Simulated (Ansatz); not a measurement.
## Au(111) with 4 thermally displaced layers, 2x2: scattering by thermal displacements

Wanted: the phonon-limited resistivity of Au at 80 K by the Landauer route.

Program: Ansatz 0.2.0. Level of theory: Ansatz plane-wave DFT, PBE, PAW files; ballistic transport by layer matching (Landauer), zero bias; PAW set soft_1. Results are calculated unless marked as measured.

Report form: the programs' logs are mostly left out.

## Step 1: The starting structure

The cell holds 40 atoms: 40 Au. Cell: a = 5.768 Å, b = 5.768 Å, c = 23.605 Å, α = 93.5°, β = 86.5°, γ = 120.0°. It derives from Au. Regions: lead, 24 atoms (24 Au); scattering region, 16 atoms (16 Au). The structure is stacked along c, and the current runs across the ab planes.

## Step 2: With 4 displaced layers

Each atom of 4 layers is moved at random, by amounts drawn from a normal law 0.0492 Å wide in each direction from the Debye model (165 K) at 80 K. The layers about the cell's end stay perfect and serve as the lead. Disorder leaves little or no symmetry, which makes such runs dear. Energies from -0.05 to 0.05 eV in steps of 0.05 eV are too few for the program's thermal sum, so it prints no conductance; for a metal the transmission near the Fermi level serves, at a fraction of the cost.

input.yaml reads:

```yaml
crystal:
  lattice:
    - [5.7675164607, 0.0, 0.0]
    - [-2.8837582304, 4.9948157718, 0.0]
    - [1.4418791152, -0.8324692953, 23.5457873532]
  atoms:
    - { symbol: Au, position: [0.9916666667, 0.0083333333, 0.05] }
    - { symbol: Au, position: [0.9916666667, 0.5083333333, 0.05] }
    - { symbol: Au, position: [0.4916666667, 0.0083333333, 0.05] }
    - { symbol: Au, position: [0.4916666667, 0.5083333333, 0.05] }
    - { symbol: Au, position: [0.1416666667, 0.3583333333, 0.15] }
    - { symbol: Au, position: [0.1416666667, 0.8583333333, 0.15] }
    - { symbol: Au, position: [0.6416666667, 0.3583333333, 0.15] }
    - { symbol: Au, position: [0.6416666667, 0.8583333333, 0.15] }
[... 28 atom lines left out ...]
    - { symbol: Au, position: [0.8416666667, 0.1583333333, 0.95] }
    - { symbol: Au, position: [0.8416666667, 0.6583333333, 0.95] }
    - { symbol: Au, position: [0.3416666667, 0.1583333333, 0.95] }
    - { symbol: Au, position: [0.3416666667, 0.6583333333, 0.95] }
kpoints:
  mp_grid: { grid: [5, 5, 1] }
hamiltonian:
  xc: pbe
  pseudopotentials: { kind: paw, azcp: { folder: soft_1 } }
scf:
  occupations: { method: fermi_dirac, width: 0.1 }
output:
  transmission:
    leads: [[0, 4]]
    kmesh: [10, 10]
    e_range: [-0.05, 0.05]
    de: 0.05
  write_potential: true
  write_density: true
  volumetric_format: npy
```

The run is started by

```console
> ansatz run input.yaml --threads 4 --pin off --max-ram 15360MiB --backend cpu --events-out ev --progress --plain --runs-dir out
```

Run time: 8.4 min. Hardware: 4 threads of AMD EPYC 7R43, shared host; peak memory 6.6 GiB.

This step gave:

- free energy: -526046.8138 eV
- energy at zero smearing: -526046.5735 eV
- Fermi energy: 20.73 eV
- cell area: 28.81 Å²
- transmission per spin nearest the Fermi level: 3.187
- open channels per spin nearest the Fermi level: 3.21
- step of the lead's potential: 3.1 meV

Per spin. The transmission, zone mean stays at 3.19 for energy from -0.05 to 0.05 eV.

Per spin. The open channels, zone mean, lead stays at 3.21 for energy from -0.05 to 0.05 eV.

Transmission over k1 and k2. At 0.0000 eV from the Fermi level.

Values, 10 rows by 10 columns:
```
3.00 3.94 3.00 3.00 3.00 3.90 3.00 3.00 3.00 3.00
3.00 3.00 3.93 3.00 2.99 3.88 3.00 3.00 3.00 3.00
3.00 3.00 3.00 3.91 2.99 3.90 3.00 3.00 3.00 3.00
2.99 2.99 2.99 2.99 2.96 2.92 2.99 3.00 3.00 2.99
3.95 3.95 3.95 3.92 2.96 2.98 2.96 3.92 3.95 3.95
2.99 2.99 3.00 3.00 2.99 2.92 2.96 2.99 2.99 2.99
3.00 3.00 3.00 3.00 3.00 3.90 2.99 3.91 3.00 3.00
3.00 3.00 3.00 3.00 3.00 3.88 2.99 3.00 3.93 3.00
3.00 3.00 3.00 3.00 3.00 3.90 3.00 3.00 3.00 3.94
3.94 3.00 3.00 3.00 3.00 3.90 3.00 3.00 3.00 3.00
```
Columns: k1 (b1) from -0.5 to 0.4; rows upwards: k2 (b2) from -0.5 to 0.4.

Open channels over k1 and k2. At 0.0000 eV from the Fermi level.

Values, 10 rows by 10 columns:
```
3.00 4.00 3.00 3.00 3.00 4.00 3.00 3.00 3.00 3.00
3.00 3.00 4.00 3.00 3.00 4.00 3.00 3.00 3.00 3.00
3.00 3.00 3.00 4.00 3.00 4.00 3.00 3.00 3.00 3.00
3.00 3.00 3.00 3.00 3.00 3.00 3.00 3.00 3.00 3.00
4.00 4.00 4.00 4.00 3.00 3.00 3.00 4.00 4.00 4.00
3.00 3.00 3.00 3.00 3.00 3.00 3.00 3.00 3.00 3.00
3.00 3.00 3.00 3.00 3.00 4.00 3.00 4.00 3.00 3.00
3.00 3.00 3.00 3.00 3.00 4.00 3.00 3.00 4.00 3.00
3.00 3.00 3.00 3.00 3.00 4.00 3.00 3.00 3.00 4.00
4.00 3.00 3.00 3.00 3.00 4.00 3.00 3.00 3.00 3.00
```
Columns: k1 (b1) from -0.5 to 0.4; rows upwards: k2 (b2) from -0.5 to 0.4.

Over the solved energies the transmission per spin lies between 3.19 and 3.19, out of 3.21 channels of the lead on average (up to 3.21).

## Step 3: With 8 displaced layers

Each atom of 8 layers is moved at random, by amounts drawn from a normal law 0.0492 Å wide in each direction from the Debye model (165 K) at 80 K. A fresh draw is used; the growth of the resistance with length is what counts.

System of this step: Au(111) with 8 thermally displaced layers, 2x2. The cell holds 56 atoms: 56 Au. Cell: a = 5.768 Å, b = 5.768 Å, c = 33.006 Å, α = 87.5°, β = 92.5°, γ = 120.0°. It derives from Au. Regions: lead, 24 atoms (24 Au); scattering region, 32 atoms (32 Au). The structure is stacked along c, and the current runs across the ab planes.

input.yaml reads:

```yaml
crystal:
  lattice:
    - [5.7675164607, 0.0, 0.0]
    - [-2.8837582304, 4.9948157718, 0.0]
    - [-1.4418791152, 0.8324692953, 32.9641022945]
  atoms:
    - { symbol: Au, position: [0.005952381, 0.994047619, 0.0357142857] }
    - { symbol: Au, position: [0.005952381, 0.494047619, 0.0357142857] }
    - { symbol: Au, position: [0.505952381, 0.994047619, 0.0357142857] }
    - { symbol: Au, position: [0.505952381, 0.494047619, 0.0357142857] }
    - { symbol: Au, position: [0.1845238095, 0.3154761905, 0.1071428571] }
    - { symbol: Au, position: [0.1845238095, 0.8154761905, 0.1071428571] }
    - { symbol: Au, position: [0.6845238095, 0.3154761905, 0.1071428571] }
    - { symbol: Au, position: [0.6845238095, 0.8154761905, 0.1071428571] }
[... 44 atom lines left out ...]
    - { symbol: Au, position: [0.3273809524, 0.1726190476, 0.9642857143] }
    - { symbol: Au, position: [0.3273809524, 0.6726190476, 0.9642857143] }
    - { symbol: Au, position: [0.8273809524, 0.1726190476, 0.9642857143] }
    - { symbol: Au, position: [0.8273809524, 0.6726190476, 0.9642857143] }
kpoints:
  mp_grid: { grid: [5, 5, 1] }
hamiltonian:
  xc: pbe
  pseudopotentials: { kind: paw, azcp: { folder: soft_1 } }
scf:
  occupations: { method: fermi_dirac, width: 0.1 }
output:
  transmission:
    leads: [[0, 4]]
    kmesh: [10, 10]
    e_range: [-0.05, 0.05]
    de: 0.05
  write_potential: true
  write_density: true
  volumetric_format: npy
```

It took 14 min on 4 threads; peak memory 8.1 GiB; 53 min of CPU time.

This step gave:

* free energy: -736465.1768 eV
* energy at zero smearing: -736464.8437 eV
* transmission per spin nearest the Fermi level: 3.158
* step of the lead's potential: 2.6 meV

Per spin. The transmission, zone mean stays at 3.16 for energy from -0.05 to 0.05 eV.

Over the solved energies the transmission per spin lies between 3.16 and 3.16, out of 3.21 channels of the lead on average (up to 3.21).

## Step 4: With 12 displaced layers

Each atom of 12 layers is moved at random, by amounts drawn from a normal law 0.0492 Å wide in each direction from the Debye model (165 K) at 80 K. A fresh draw is used; the growth of the resistance with length is what counts.

System of this step: Au(111) with 12 thermally displaced layers, 2x2. The cell holds 72 atoms: 72 Au. Cell: a = 5.768 Å, b = 5.768 Å, c = 42.382 Å, α = 90.0°, β = 90.0°, γ = 120.0°. It derives from Au. Regions: lead, 24 atoms (24 Au); scattering region, 48 atoms (48 Au). The structure is stacked along c, and the current runs across the ab planes.

input.yaml reads:

```yaml
crystal:
  lattice:
    - [5.7675164607, 0.0, 0.0]
    - [-2.8837582304, 4.9948157718, 0.0]
    - [0.0, 0.0, 42.3824172358]
  atoms:
    - { symbol: Au, position: [0.0, 0.0, 0.0277777778] }
    - { symbol: Au, position: [0.0, 0.5, 0.0277777778] }
    - { symbol: Au, position: [0.5, 0.0, 0.0277777778] }
    - { symbol: Au, position: [0.5, 0.5, 0.0277777778] }
    - { symbol: Au, position: [0.1666666667, 0.3333333333, 0.0833333333] }
    - { symbol: Au, position: [0.1666666667, 0.8333333333, 0.0833333333] }
    - { symbol: Au, position: [0.6666666667, 0.3333333333, 0.0833333333] }
    - { symbol: Au, position: [0.6666666667, 0.8333333333, 0.0833333333] }
[... 60 atom lines left out ...]
    - { symbol: Au, position: [0.3333333333, 0.1666666667, 0.9722222222] }
    - { symbol: Au, position: [0.3333333333, 0.6666666667, 0.9722222222] }
    - { symbol: Au, position: [0.8333333333, 0.1666666667, 0.9722222222] }
    - { symbol: Au, position: [0.8333333333, 0.6666666667, 0.9722222222] }
kpoints:
  mp_grid: { grid: [5, 5, 1] }
hamiltonian:
  xc: pbe
  pseudopotentials: { kind: paw, azcp: { folder: soft_1 } }
scf:
  occupations: { method: fermi_dirac, width: 0.1 }
output:
  transmission:
    leads: [[0, 4]]
    kmesh: [10, 10]
    e_range: [-0.05, 0.05]
    de: 0.05
  write_potential: true
  write_density: true
  volumetric_format: npy
```

Wall time 23 min (4 threads); peak memory 9.9 GiB.

This step gave:

| Property | Result |
| --- | --- |
| free energy | -946883.8335 eV |
| energy at zero smearing | -946883.4334 eV |
| Fermi energy | 20.71 eV |
| transmission per spin nearest the Fermi level | 3.120 |
| step of the lead's potential | 4 meV |

Per spin. Table of transmission, zone mean by energy, zero at the Fermi level:

```
energy (eV)  transmission, zone mean
    -0.0500                     3.11
     0.0000                     3.12
     0.0500                     3.12
```

Over the solved energies the transmission per spin lies between 3.11 and 3.12, out of 3.21 channels of the lead on average (up to 3.21).

## Step 5: Resistance against length

This step: Ansatz plane-wave DFT, PBE, PAW files; ballistic transport by layer matching (Landauer), zero bias; resistivity from the slope of the area resistance; PAW set soft_1 (Ansatz 0.2.0).

Numbers from this step:

| Item | Value |
| --- | --- |
| resistivity | 1.372 µΩ cm |
| intercept | -0.005079 fΩ m² |
| scatter about the fit | 9.28e-4 fΩ m² |

Resistance, by row:

| run | length (Å) | T | channels N | RA (fΩ m²) |
| --- | --- | --- | --- | --- |
| n4 | 9.418 | 3.187 | 3.21 | 0.008499 |
| n8 | 18.84 | 3.157 | 3.21 | 0.01945 |
| n12 | 28.25 | 3.118 | 3.21 | 0.03434 |

The area resistance by length of the displaced region:

```csv
length of the displaced region (Å),area resistance (fΩ m²)
9.42,0.00850
18.84,0.0195
28.25,0.0343
```

The area resistance goes from 0.0085 to 0.034 fΩ m² between 9.4 and 28.3 Å, a slope of 1.4 µΩ cm.

By hand from the end points: (0.03434 − 0.008499) fΩ m² / (28.25 − 9.42) Å = 1.4 µΩ cm, since 1 fΩ m² per Å is 1000 µΩ cm.

## Step 6: Outcome

* resistivity from the slope: 1.37 µΩ cm
* area resistance over 9.42 Å: 0.00850 fΩ m²
* area resistance over 18.8 Å: 0.0195 fΩ m²
* area resistance over 28.3 Å: 0.0343 fΩ m²

What this shows: The slope gives 1.4 µΩ cm. The points scatter by 9.3e-4 fΩ m² about the line, with one random draw a length in a 2x2 cell, so the slope is a rough value. The mean square of the displacements drawn is 0.75, 0.94 and 0.81 of the nominal one at the three lengths; with each resistance scaled back by that, the slope is 1.6 µΩ cm, the value used below. Read with a model of isotropic scattering on a spherical Fermi surface and the lead's 0.86×10¹⁵ S/m², this slope means a mean free path near 659 Å; over these lengths the model's slope is 1.25 times its bulk resistivity, which would be 1.3 µΩ cm. Uncorrelated displacements put too much weight on short waves, which scatter strongly; with the sideways repeat of a small cell, one draw and three short lengths, the method is good to a factor of two or three. The measured value is 0.481 µΩ cm (CRC Handbook of Chemistry and Physics, 84th ed., 2003, Electrical Resistivity of Pure Metals); the scaled slope is 3.4 times that and the corrected value 2.7: clearly high. Spin-orbit coupling is left out, which matters for Au.

[Logs are printed without paths, hosts, clocks, repeated set-up lines and the standing remarks that a program may print on its own settings, such as how far it seeks lower states.]

[Hosts, paths, dates, database ids (printed as entryN), source tags and the programs' standing remarks are cut or masked in the printed files.]
